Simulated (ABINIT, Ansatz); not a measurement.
An input for ABINIT 10.8.3 (SiC (F-43m)):

```
acell 3*1.0 Angstrom
rprim 
  -0.000000000000 2.179000000000 2.179000000000
  2.179000000000 0.000000000000 2.179000000000
  2.179000000000 2.179000000000 -0.000000000000
ntypat 2
znucl 14 6
natom 2
typat 1 2
xred 
  0.000000000000 0.000000000000 0.000000000000
  0.250000000000 0.250000000000 0.250000000000
pp_dirpath "pseudos"
pseudos "Si.upf, C.upf"
ecut 37
ngkpt 8 8 8
nshiftk 1
shiftk 0 0 0
kptopt 1
chksymbreak 0
istwfk *1
occopt 1
irdwfk 1
optdriver 4
nband 157
gwcalctyp 0
ecutsigx 37
symsigma 1
nkptgw 2
kptgw 
  0.0000000000 0.0000000000 0.0000000000
  0.5000000000 0.5000000000 0.0000000000
bdgw 
  2 8
  3 6
ecuteps 10.4
irdscr 1
ppmodel 1
fftgw 31
indata_prefix "in"
outdata_prefix "out"
tmpdata_prefix "tmp"
```

```sh
OMP_NUM_THREADS=1 mpirun -n 8 abinit run.abi > log
```

Q: Estimate wall time and host memory on 8 MPI ranks of Intel Xeon at 2.80GHz (Skylake/Cascade Lake), shared host.

It took 30 s; on shared hardware allow 15 s to 59 s. Peak host memory was 4.2 GiB.

[Paths, hosts, dates, memory and timing lines, banners, echoed tables and standing remarks are left out of the program output.]

[Logs are printed without paths, hosts, clocks, repeated set-up lines and the standing remarks that a program may print on its own settings, such as how far it seeks lower states.]

[Runs of the session that timed out or met a known fault of the program may be left out.]

[Hosts, paths, dates, database ids (printed as entryN), source tags and the programs' standing remarks are cut or masked in the printed files.]

[G0W0 gaps are taken among the corrected bands and points alone; a level outside them can change the order at an edge.]

[Where Ansatz stands beside ABINIT at settings called matched, ABINIT's density can come from a denser mesh and the files from another edition; pairs whose starting gaps differed by over 0.03 eV were left out, so agreement reads better than it is.]
